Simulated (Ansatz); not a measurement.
# Li (Im-3m): phonon-mediated transition temperature

Wanted: λ, ω_log and Tc of Li (Im-3m). The cell shown first is a relaxed one, from steps not shown here.

Method: DFT PBE, scalar-relativistic, plane waves, PAW, in Ansatz 0.2.0.

In doubt: the program doubts the meshes or the phonons of the coupling sums, which bears on λ, Tc and transport values.

## 1. The cell after earlier relaxation steps

Symmetry: Im-3m, No. 229, cubic system. Conventional cell: a = 3.434 Å, b = 3.434 Å, c = 3.434 Å, α = 90.00°, β = 90.00°, γ = 90.00°. Nearest to Li lie 8 Li at 2.97 Å.

## 2. Electron–phonon run: q 4×4×4, k 12×12×12, scattering 16×16×16

The run that gives the couplings also evaluates McMillan's and Allen and Dynes's formulas and, where asked, the Eliashberg equations, over a range of μ*.

Contents of input.yaml:

```yaml
crystal:
  lattice:
    - [-1.7171385479, 1.7171385479, 1.7171385479]
    - [1.7171385479, -1.7171385479, 1.7171385479]
    - [1.7171385479, 1.7171385479, -1.7171385479]
  atoms:
    - { symbol: Li, position: [0.0, 0.0, 0.0] }
kpoints:
  mp_grid: { grid: [12, 12, 12] }
hamiltonian:
  xc: pbe
scf:
  occupations: { method: methfessel_paxton, width: 0.2 }
output:
  eigenvalues: true
phonons:
  method: dfpt
  qmesh: [4, 4, 4]
  temperatures: { t_max: 1000, t_step: 50 }
  qpath:
    path:
      - [[0.0, 0.0, 0.0], [0.5, -0.5, 0.5], [0.0, 0.0, 0.5], [0.0, 0.0, 0.0], [0.25, 0.25, 0.25], [0.5, -0.5, 0.5]]
      - [[0.25, 0.25, 0.25], [0.0, 0.0, 0.5]]
    npoints: 10
  electrical_resistivity:
    mesh: [16, 16, 16]
    temperatures: [20.0, 50.0, 77.0, 100.0, 150.0, 200.0, 300.0, 400.0, 600.0, 800.0]
  superconductivity: { mesh: [16, 16, 16] }
```

On the command line:

```bash
> ansatz run input.yaml --threads 4 --pin off --max-ram 8192MiB --backend cpu --events-out ev --progress --plain --runs-dir out
```

Numbers of over 12 decimals in the logs are rounded to 6 here.

The log of the run:

```text
Engine: ansatz 0.2.0, aarch64-unknown-linux-gnu
Pseudopotentials: kind: paw
Pseudopotential: Li, paw, valence charge 3, recommended cutoff 420 eV (normal), Li.paw.azcp
Functional definition: PBE
  parameter kappa = 0.804
  parameter beta = 0.066725
  exchange = pbe_x(kappa = kappa, mu = beta*pi^2/3)
  correlation = pbe_c(beta = beta)
Crystal: 1 atoms, lattice volume = 20.252 Å³
Basis set: ecut = 420 eV, 381 PW (Γ), exchange–correlation on 40×40×40 points (8 copies of the dense FFT grid, shifted against one another)
Bands: 6, of which v1, the nominal top of the filled ones, is band 2 counted from 1 (1 counted from 0)
Symmetry: 48 space group operations
k-points: 72 of 1728
Non-local potential: Li, projectors of the file, l = 0: 3, l = 1: 2, l = 2: 1
PAW form: soft (Blöchl's): semilocal exchange-correlation on the pseudo side does not see the compensation charge
PAW one-centre angular grid: Li, 110 points (default); XC on 64 Gauss nodes
Initial density: superposition of atomic densities (neutral atoms: chi_scale 0, normalization atom), corrected by the library's trained network
Initial wavefunctions: pseudopotential atomic-orbital guess
Functional: x = pbe(κ = 0.804, μ = 0.219515), c = pbe(β = 0.066725)
SCF iter   1: F=—  HF=-204.682712 eV  |F-HF|=—  |Δ(HF+E_count)|=         —  Δρ=1.35e-4  dr2=2.66e-6  ethr=1.77e-3  ⟨swp⟩=4.2  Hψ=3303  notcnv=0
preconditioner: auto → none  [metal: Δε(μ)=0.054 eV  Ē_g=10.694 eV  σ=0.200 eV  W_gap=0.23  n_scr=0 (ndim 8)  ℏωp=8.3 eV  f_vac=0.000  D(μ)=0.69/eV (n_scr^D=0)]
SCF iter   2: F=—  HF=-204.682706 eV  |F-HF|=—  |Δ(HF+E_count)|=   5.44e-6  S|Δr|=    0.00e0  Δρ=6.80e-5  dr2=6.86e-7  ethr=8.86e-8  ⟨swp⟩=2.0  Hψ=1114  notcnv=0
SCF iter   3: F=—  HF=-204.682707 eV  |F-HF|=—  |Δ(HF+E_count)|=   9.51e-7  S|Δr|=    0.00e0  Δρ=5.32e-6  dr2=2.36e-9  ethr=2.29e-8  ⟨swp⟩=2.0  Hψ=521  notcnv=0
SCF iter   4: F=—  HF=-204.682707 eV  |F-HF|=—  |Δ(HF+E_count)|=   4.31e-9  S|Δr|=    0.00e0  Δρ=9.88e-7  dr2=1.31e-10  ethr=7.86e-11  ⟨swp⟩=2.0  Hψ=522  notcnv=0
SCF iter   5: F=-204.682707 eV  HF=-204.682707 eV  |F-HF|=2.56e-13  |Δ(HF+E_count)|=  1.18e-10  S|Δr|=    0.00e0  Δρ=1.15e-7  dr2=1.15e-12  ethr=1.00e-12  ⟨swp⟩=4.7  Hψ=1221  notcnv=0
SCF 1 converged in 5 iterations: F = -204.682707 eV  dr2 = 1.15e-12
  greatest PAW one-centre occupation: 1.000 electrons in one spin orbital (limit 2), on the Li atom at site 0 (counted from 0), in its partial waves of l = 0
NSCF: frozen V_eff on 72 k-points
NSCF: frozen V_eff on 163 k-points
DFPT response loops at q = (0, 0, 0) (fractional): preconditioner auto → Kerker (q_TF=auto, 1.985 Å⁻¹) (partly filled bands, converged f_vac=0.000); β = 1.00, the filter's whole step (`scf.mixing.beta` (0.50) is not read by the response loops under this deck's `scf.mixing.preconditioner`; to damp them name `kerker` or `kerker_dos`, under which they read `scf.mixing.beta`, and type it under 1.00, their step now; both keys bind the ground state too); Broyden in place of MSR1
NSCF: frozen V_eff on 1872 k-points
DFPT response loops at q = (0, 0, 0.25) (fractional): mixed as the last ones told, above
NSCF: frozen V_eff on 952 k-points
DFPT response loops at q = (0, 0, -0.5) (fractional): mixed as the last ones told, above
NSCF: frozen V_eff on 3456 k-points
DFPT response loops at q = (0, 0.25, 0.25) (fractional): mixed as the last ones told, above
NSCF: frozen V_eff on 524 k-points
DFPT response loops at q = (0.25, 0.25, 0.25) (fractional): mixed as the last ones told, above
NSCF: frozen V_eff on 1020 k-points
DFPT response loops at q = (0.25, 0.25, -0.25) (fractional): mixed as the last ones told, above
NSCF: frozen V_eff on 1872 k-points
DFPT response loops at q = (0.25, -0.5, -0.5) (fractional): mixed as the last ones told, above
NSCF: frozen V_eff on 326 k-points
DFPT response loops at q = (-0.5, -0.5, -0.5) (fractional): mixed as the last ones told, above
SCF iter   1: F=—  HF=-204.682712 eV  |F-HF|=—  |Δ(HF+E_count)|=         —  Δρ=1.35e-4  dr2=2.66e-6  ethr=1.77e-3  ⟨swp⟩=4.2  Hψ=3303  notcnv=0
SCF iter   2: F=—  HF=-204.682706 eV  |F-HF|=—  |Δ(HF+E_count)|=   5.44e-6  S|Δr|=    0.00e0  Δρ=6.80e-5  dr2=6.86e-7  ethr=8.86e-8  ⟨swp⟩=2.0  Hψ=1114  notcnv=0
SCF iter   3: F=—  HF=-204.682707 eV  |F-HF|=—  |Δ(HF+E_count)|=   9.51e-7  S|Δr|=    0.00e0  Δρ=5.32e-6  dr2=2.36e-9  ethr=2.29e-8  ⟨swp⟩=2.0  Hψ=521  notcnv=0
SCF iter   4: F=—  HF=-204.682707 eV  |F-HF|=—  |Δ(HF+E_count)|=   4.31e-9  S|Δr|=    0.00e0  Δρ=9.88e-7  dr2=1.31e-10  ethr=7.86e-11  ⟨swp⟩=2.0  Hψ=522  notcnv=0
SCF iter   5: F=-204.682707 eV  HF=-204.682707 eV  |F-HF|=2.27e-13  |Δ(HF+E_count)|=  1.18e-10  S|Δr|=    0.00e0  Δρ=1.14e-7  dr2=1.14e-12  ethr=1.00e-12  ⟨swp⟩=2.0  Hψ=737  notcnv=0
SCF 2 converged in 5 iterations: F = -204.682707 eV  dr2 = 1.14e-12
NSCF: frozen V_eff on 72 k-points
NSCF: frozen V_eff on 145 k-points
[...]
SCF converged after 5 iterations
Stability not checked: this state was not tested for a lower state beside it, because cold or Methfessel-Paxton smearing, or corrected tetrahedra, fill the levels in a way that the test cannot read (fill_not_monotonic; see scf.lower_state_search)
Free energy (F): -204.682707 eV
Harris-Foulkes:  -204.682707 eV  (|F-HF|=2.56e-13)
Internal energy: -204.681078 eV  (E = F + TS)
E sigma→0 (E₀):  -204.682300 eV
Entropy (-TS):   -0.001629 eV (-1.629 meV/atom)
Fermi energy:    1.018122 eV
--- Per-component energies (eV) ---
  E_band       = -91.296220
  E_kinetic    = 21.207773
  E_local      = -132.134734  (includes V_loc(G=0)·N_el)
  E_nonlocal   = -33.242863
  E_hartree    = 39.233763
  E_xc         = -10.068198
  E_vxc        = -12.960443  (∫ρ·V_xc dr)
  E_paw        = -21.011274  (= ΣΔE_a)
  E_vpaw       = -12.633471  (= ΣTr[D̂ρ^β])
  E_aug_tail   = 0.000004  (compensation charges beyond the density's cutoff)
  E_ewald      = -68.665549
  E_smearing   = -0.001629  (= −TS)
  E_closure    = 0.000000  (closes the sum)
  Σ components = -204.682707   (vs F -204.682707, Δ=0.00e0)
--- Band table (eV; the first three rows and the last of 72) ---
  k-point 0: bands = ["-45.4868", "-2.5491", "15.6416", "15.6416", "15.6416", "20.4069"]
  k-point 1: bands = ["-45.4855", "-2.4173", "14.7419", "15.0187", "15.4124", "18.8107"]
  k-point 2: bands = ["-45.4819", "-2.0216", "12.3890", "13.8804", "14.8036", "17.4686"]
  k-point 71: bands = ["-45.4541", "6.5513", "6.5513", "6.5513", "8.8044", "8.8044"]
--- Phonons (Γ-DFPT): 1 representative perturbation + reference (Σ response iterations 4) ---
  ASR residual: 5.306e-5 → 0.000e0 eV/Å²; symmetrization residual: 7.579e-14 eV/Å²
  ASR residual per site (eV/Å²): 5.31e-5
  Γ frequencies (cm⁻¹): 0.00 0.00 0.00
--- Phonons (arbitrary-q DFPT): 8 irreducible q on the 4×4×4 mesh ---
  q = [0.0000, 0.0000, 0.0000] (star 1, of the zone-centre solve; hermiticity 3.92e-10, symmetrization 1.43e-9): -0.00 0.00 0.00
  q = [0.0000, 0.0000, 0.2500] (star 12, 2 solved perturbations in 1446 linear systems a pass and spin channel, the states on 936 of 1728 k-point pairs; hermiticity 7.36e-9, symmetrization 3.63e-9): 24.37 130.58 222.46
  q = [0.0000, 0.0000, -0.5000] (star 6, 2 solved perturbations in 756 linear systems a pass and spin channel, the states on 476 of 1728 k-point pairs; hermiticity 3.86e-9, symmetrization 4.37e-9): 33.20 181.40 318.03
  q = [0.0000, 0.2500, 0.2500] (star 24, 2 solved perturbations in 2664 linear systems a pass and spin channel, the states on 1728 of 1728 k-point pairs; hermiticity 2.48e-9, symmetrization 8.11e-14): 124.89 247.56 295.21
  q = [0.2500, 0.2500, 0.2500] (star 2, 1 solved perturbation on 262 of 1728 k-point pairs; hermiticity 6.81e-12, symmetrization 3.40e-12): 257.81 257.81 257.81
  q = [0.2500, 0.2500, -0.2500] (star 6, 2 solved perturbations in 804 linear systems a pass and spin channel, the states on 510 of 1728 k-point pairs; hermiticity 4.39e-9, symmetrization 3.25e-9): 216.83 222.09 222.09
  q = [0.2500, -0.5000, -0.5000] (star 12, 2 solved perturbations in 1446 linear systems a pass and spin channel, the states on 936 of 1728 k-point pairs; hermiticity 1.49e-9, symmetrization 8.26e-10): 213.31 281.47 309.70
  q = [-0.5000, -0.5000, -0.5000] (star 1, 1 solved perturbation on 163 of 1728 k-point pairs; hermiticity 6.07e-10, symmetrization 3.04e-10): 330.58 330.58 330.58
  sum rule: each row above includes the acoustic sum rule's correction from the zone centre's row sums; it moved no ω² by more than (1.44 cm⁻¹)²
  mesh force constants: q→R imaginary residual 0.00e0; ASR residual 5.306e-5 → 0.000e0 eV/Å²; symmetrization residual 1.110e-15 eV/Å²
  interpolated dispersion: 62 rows × 3 modes
  density of states and harmonic sums: on the 28×28×28 q-mesh, interpolated from the force constants of a 4×4×4 supercell (no non-analytic term)
  largest difference from the sums on the solved wave vectors: F 9.30e-3 eV, S 1.50e-5 and C_V 3.79e-6 eV/K
  zero-point energy: 0.039279 eV/cell   skipped modes (ω ≤ 0): 8, of them read as no rigid motion or as one in doubt: 5 (2.733e-3 modes/cell left out, lowest -20.01 cm⁻¹)   left out of the sums: 9.57e-4 of the cell's modes: C_V's classical limit lies that fraction below 3 k_B per atom; for a crystal, a wire or a layer, F and S can be off by more, and a phonons.interpolated_qmesh denser along its periods is the remedy for the sampling
--- Electrical resistivity: potentials and phonons of a 4×4×4 supercell ---
  scattering by harmonic phonons alone, with no dipole-dipole term; scattering by other electrons, impurities, surfaces and spin disorder is left out, and so is spin–orbit coupling
  the resistivity is that of a variational response, whose dependence on the energy is improved iteratively
  at the Fermi level of each mesh (of a tensor a third of its trace):
           mesh   spin    states/(eV spin)  plasma energy (eV)         λ      λ_tr    ħω_log (meV)
       16×16×16                     0.2377              6.6625    0.4788    0.5376          13.107
          8×8×8                     0.2380              6.6838    0.5640    0.6545          11.193
          4×4×4                     0.2970              7.5330    1.1204    1.5245           8.435
  resistivity on the deck's mesh, µΩ·cm:
     T (K)       trace/3  mesh converged            xx            yy            zz    lowest order   relaxation time
     20.00     1.9932e-2              no     1.9932e-2     1.9932e-2     1.9932e-2       1.1326e-1         4.6578e-2
     50.00     3.2833e-1              no     3.2833e-1     3.2833e-1     3.2833e-1        1.0587e0         4.1636e-1
     77.00      1.0899e0              no      1.0899e0      1.0899e0      1.0899e0        2.3183e0          1.1499e0
    100.00      2.0233e0              no      2.0233e0      2.0233e0      2.0233e0        3.5080e0          2.0002e0
    150.00      4.3468e0              no      4.3468e0      4.3468e0      4.3468e0        6.1853e0          4.1042e0
    200.00      6.6593e0              no      6.6593e0      6.6593e0      6.6593e0        8.8477e0          6.2234e0
    300.00      1.1022e1              no      1.1022e1      1.1022e1      1.1022e1        1.4073e1          1.0268e1
    400.00      1.5166e1              no      1.5166e1      1.5166e1      1.5166e1        1.9248e1          1.4142e1
    600.00      2.3109e1              no      2.3109e1      2.3109e1      2.3109e1        2.9661e1          2.1647e1
    800.00      3.0689e1              no      3.0689e1      3.0689e1      3.0689e1        4.0257e1          2.8950e1
  mean free path at 20 K (of a tensor a third of its trace): 15608 nm by what each carries, 4777 by the Fermi surface alone
  Hall coefficient in a weak field at 20 K (a third of the trace): -3.102e-10 m³/C (as a tensor it moves by 19.2 % between the two finest meshes); by each state's relaxation time: -2.700e-10 m³/C; by a constant relaxation time: -1.234e-10 m³/C
  mean free path at 50 K (of a tensor a third of its trace): 898 nm by what each carries, 290 by the Fermi surface alone
  Hall coefficient in a weak field at 50 K (a third of the trace): -3.145e-10 m³/C (as a tensor it moves by 27.3 % between the two finest meshes); by each state's relaxation time: -2.957e-10 m³/C; by a constant relaxation time: -1.231e-10 m³/C
  mean free path at 77 K (of a tensor a third of its trace): 206 nm by what each carries, 87.4 by the Fermi surface alone
  Hall coefficient in a weak field at 77 K (a third of the trace): -2.310e-10 m³/C (as a tensor it moves by 15.1 % between the two finest meshes); by each state's relaxation time: -2.234e-10 m³/C; by a constant relaxation time: -1.229e-10 m³/C
  mean free path at 100 K (of a tensor a third of its trace): 91.7 nm by what each carries, 47.1 by the Fermi surface alone
  Hall coefficient in a weak field at 100 K (a third of the trace): -1.885e-10 m³/C (as a tensor it moves by 11.6 % between the two finest meshes); by each state's relaxation time: -1.869e-10 m³/C; by a constant relaxation time: -1.227e-10 m³/C
  mean free path at 150 K (of a tensor a third of its trace): 34.0 nm by what each carries, 21.9 by the Fermi surface alone
  Hall coefficient in a weak field at 150 K (a third of the trace): -1.545e-10 m³/C (as a tensor it moves by 11.9 % between the two finest meshes); by each state's relaxation time: -1.552e-10 m³/C; by a constant relaxation time: -1.226e-10 m³/C
  mean free path at 200 K (of a tensor a third of its trace): 20.2 nm by what each carries, 14.3 by the Fermi surface alone
  Hall coefficient in a weak field at 200 K (a third of the trace): -1.449e-10 m³/C (as a tensor it moves by 11.6 % between the two finest meshes); by each state's relaxation time: -1.451e-10 m³/C; by a constant relaxation time: -1.225e-10 m³/C
  mean free path at 300 K (of a tensor a third of its trace): 11.5 nm by what each carries, 8.64 by the Fermi surface alone
  Hall coefficient in a weak field at 300 K (a third of the trace): -1.399e-10 m³/C (as a tensor it moves by 11.2 % between the two finest meshes); by each state's relaxation time: -1.395e-10 m³/C; by a constant relaxation time: -1.224e-10 m³/C
  mean free path at 400 K (of a tensor a third of its trace): 8.27 nm by what each carries, 6.28 by the Fermi surface alone
  Hall coefficient in a weak field at 400 K (a third of the trace): -1.393e-10 m³/C (as a tensor it moves by 11.1 % between the two finest meshes); by each state's relaxation time: -1.386e-10 m³/C; by a constant relaxation time: -1.223e-10 m³/C
  mean free path at 600 K (of a tensor a third of its trace): 5.44 nm by what each carries, 4.12 by the Fermi surface alone
  Hall coefficient in a weak field at 600 K (a third of the trace): -1.414e-10 m³/C (as a tensor it moves by 11.4 % between the two finest meshes); by each state's relaxation time: -1.398e-10 m³/C; by a constant relaxation time: -1.221e-10 m³/C
  mean free path at 800 K (of a tensor a third of its trace): 4.16 nm by what each carries, 3.10 by the Fermi surface alone
  Hall coefficient in a weak field at 800 K (a third of the trace): -1.456e-10 m³/C (as a tensor it moves by 11.7 % between the two finest meshes); by each state's relaxation time: -1.426e-10 m³/C; by a constant relaxation time: -1.218e-10 m³/C
  the resistivity times a path that all electrons share, by the Fermi surface of the deck's mesh alone (a third of the trace): 9.522e-16 Ω·m²
  not converged in the mesh (λ; λ_tr; the resistivity at 20 K by 239.58 %; the resistivity at 50 K by 65.65 %; the resistivity at 77 K by 32.41 %; the resistivity at 100 K by 22.55 %; the resistivity at 150 K by 15.72 %; the resistivity at 200 K by 13.88 %; the resistivity at 300 K by 12.97 %; the resistivity at 400 K by 12.94 %; the resistivity at 600 K by 13.48 %; the resistivity at 800 K by 14.33 %): between neigh [...]
  vibrations of 64 cells: unjudged by the run; compare a larger repeat
  the changes of the potential over all sites missed a rigid shift's by 0.00 % (the site terms' by 0.02 %)
  at the force constants' own smearing the fine mesh and the k-points of their solves give squared frequencies that differ by 46.7 % of the larger at the most, at (0, 0, 0.25)
--- Superconductivity: potentials and phonons of a 4×4×4 supercell ---
           mesh         λ    ħω_log (meV)  μ* declared at (meV)
       16×16×16    0.4788          13.107               21.044
          8×8×8    0.5640          11.193               19.791
          4×4×4    1.1204           8.435               16.352
  λ by the species' shares of the modes' patterns: Li 0.4788
  with the Fermi level up to 41.1 meV (the hardest mode) off, states and modes as they are: density of states 0.2315 to 0.2452 /eV of one spin and cell, λ 0.4307 to 0.5345
  transition temperature on the deck's mesh (K), isotropic and anisotropic, restricted to the Fermi surface (FSR) and over the full bandwidth (FBW), and the last with the density of states resolved in a narrower window:
        μ*   McMillan   Allen–Dynes      iso. FSR      iso. FBW    aniso. FSR    aniso. FBW  narrow window
      0.08      2.099         2.154         1.779         1.779         2.280         2.285          2.284
      0.10      1.548         1.584         1.244         1.244         1.729         1.733          1.732
      0.12      1.087         1.110         0.831         0.831         1.287         1.290          1.289
      0.13      0.891         0.909         0.666         0.666         1.103         1.106          1.105
      0.14      0.718         0.732         0.525         0.526         0.941         0.943          0.943
      0.16      0.438         0.445         0.310         0.311         0.676         0.678          0.677
      0.20      0.115         0.116    none_found    none_found         0.333         0.334          0.334
  none_found: no transition down to 0.1 K
  isotope coefficients −∂ln Tc/∂ln M under μ* = 0.13, the force constants as they are, of the isotropic transitions restricted to the Fermi surface and over the full bandwidth: Li 0.306 and 0.306
  gaps at the Fermi level over the full bandwidth under μ* = 0.1, 0.433 K: 0.035 to 0.441 meV
  gaps at the Fermi level over the full bandwidth under μ* = 0.13, 0.276 K: 0.002 to 0.276 meV
  gaps at the Fermi level over the full bandwidth under μ* = 0.16, 0.169 K: -0.011 to 0.172 meV
  not converged in the mesh (λ, the transition temperature): between neighbouring meshes, the two finest first, λ moves by 17.78 % and 98.67 % and the anisotropic transition temperature over the full bandwidth at μ* = 0.13 by 72.44 % and 280.57 %; converged means that the two finest part by at most 2.00 % and 5.00 %
  vibrations of 64 cells: unjudged by the run; compare a larger repeat
  the changes of the potential over all sites missed a rigid shift's by 0.00 % (the site terms' by 0.02 %)
  at the force constants' own smearing the fine mesh and the k-points of their solves give squared frequencies that differ by 46.7 % of the larger at the most, at (0, 0, 0.25)
```

Elapsed: 61 s, on 4 threads of Arm Neoverse V1, shared host; peak memory 1.7 GiB; 3.6 min of CPU time.

Numbers from this step:

* volume per atom: 20.25 Å³
* metallic on mesh: yes
* gap on the k-mesh: 0 eV
* zero point energy: 0.03928 eV/cell
* share of imaginary modes in the plain interpolation between solved wavevectors: 0.0017
* highest frequency, solved or plainly interpolated: 330.6 cm⁻¹
* Debye temperature (second moment): 420 K
* resistivity at 300 K: 11.02 μΩ cm
* coupling constant λ: 0.4788
* density of states at the Fermi level: 0.2377 states/eV a spin and cell
* log mean phonon energy ħω_log: 13.11 meV
* transport coupling constant λ_tr: 0.5376, 0.5376, 0.5376 (xx, yy, zz)
* Drude plasma energy: 6.662, 6.662, 6.662 eV (xx, yy, zz)
* resistivity times mean free path: 9.522, 9.522, 9.522 × 10⁻¹⁶ Ω m² (xx, yy, zz)
* second-moment phonon energy ħω₂: 21.04 meV
* coupling λ by branch: 0.284, 0.0863, 0.108 (branches by rank of frequency)

An empty cell: under 1 mK by a formula, or no transition down to the floor of the Eliashberg search. Transition temperatures:

```csv
μ*,McMillan Tc (K),Allen–Dynes Tc (K),isotropic Fermi-surface Tc (K),isotropic full bandwidth Tc (K),anisotropic Fermi-surface Tc (K),anisotropic full bandwidth Tc (K),anisotropic narrow window Tc (K)
0.08,2.1,2.15,1.78,1.78,2.28,2.29,2.28
0.1,1.55,1.58,1.24,1.24,1.73,1.73,1.73
0.12,1.09,1.11,0.831,0.831,1.29,1.29,1.29
0.13,0.891,0.909,0.666,0.666,1.1,1.11,1.1
0.14,0.718,0.732,0.525,0.526,0.941,0.943,0.943
0.16,0.438,0.445,0.31,0.311,0.676,0.678,0.677
0.2,0.115,0.116,-,-,0.333,0.334,0.334
```

(Continued in part 2 of 2.)

[Logs are printed without paths, hosts, clocks, repeated set-up lines and the standing remarks that a program may print on its own settings, such as how far it seeks lower states.]

[Hosts, paths, dates, database ids (printed as entryN), source tags and the programs' standing remarks are cut or masked in the printed files.]
